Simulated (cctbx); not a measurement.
## Lattice, Laue class and space group of a new crystal

Cell: a = 4.3560 Å, b = 13.1580 Å, c = 19.8160 Å, α = 90.00°, β = 90.00°, γ = 90.00°. Expected content of the cell: Te24 Sb12 Ag4 Ge4.

Simulated single-crystal data (cctbx): synchrotron X-rays, λ = 0.6889 Å, to d = 0.7 Å, 95 % of the full sphere, strongest reflection 5000 counts, noise from counting, a 3 % proportional error and a noise floor of 15 counts (s.d.); no absorption.

A first pass over the reflections prints:

```text
13152 reflections to d = 0.700 A
centring   violations  <I/sigma> of those
    A       1144 of  6584      1.8
    B       1144 of  6587      1.8
    C          0 of  6595      0.0
    I       1082 of  6552      1.7
    R       1613 of  8781      1.9
    F       1144 of  9883      1.2
Laue class    unique    Rint  (classes that these axes allow; Friedel mates merged)
C 1 2/m 1        1803   0.137
C 2/m 1 1        1937   0.135
C m m m          1037   0.148
space group    extra absences  I>4sigma  <I/sigma>
C 2 2 21               26          0      -0.3  acentric
C 2 2 2                 0          0         -  acentric
C m m 2                 0          0         -  acentric
C m c 21              134          0       0.2  acentric
C 2 m m                 0          0         -  acentric
C m 2 m                 0          0         -  acentric
C 2 c m               134          0       0.2  acentric
C m c m               134          0       0.2  centric
C m m m                 0          0         -  centric
Wilson B = 0.53 A^2   <|E^2-1|> = 0.738 (0.968 centric, 0.736 acentric)   E^2>4: 1.8 %
shell (A)         n   <I/sigma>
19.82 - 1.40    150     12.7
 1.40 - 1.11    133     13.7
 1.11 - 0.97    137      8.6
 0.97 - 0.88    119      9.5
 0.88 - 0.82    135      7.2
 0.82 - 0.77    115      7.3
 0.77 - 0.73    121      6.5
 0.73 - 0.70    127      5.5
```

**Question.** What are the lattice type, the Laue class and the likely space group?

The reflections that C centring forbids are absent (⟨I/σ⟩ near 0), so the lattice is C.

Rint stays low (0.135 to 0.148) up to C m m m, the highest class in these axes. It includes Bijvoet differences, since Friedel mates are merged.

9 settings pass the absence test. The most absences obeyed, 134, belong to C m c 21, C 2 c m and C m c m, which absences can't tell apart.

⟨|E²−1|⟩ = 0.738 leans to a non-centrosymmetric structure. The Wilson B of 0.53 Å² means U ≈ 0.0067 Å².

The true group is Cmc2_1 (no. 36), Laue class mmm, non-centrosymmetric. The tables only narrow the choice to the tied entries; cell content, site symmetry and trial solutions must settle it.

The model is made up (kin elements in a known structure type, no relaxation), so it says nothing on whether the phase exists.

[Logs are printed without paths, hosts, clocks, repeated set-up lines and the standing remarks that a program may print on its own settings, such as how far it seeks lower states.]
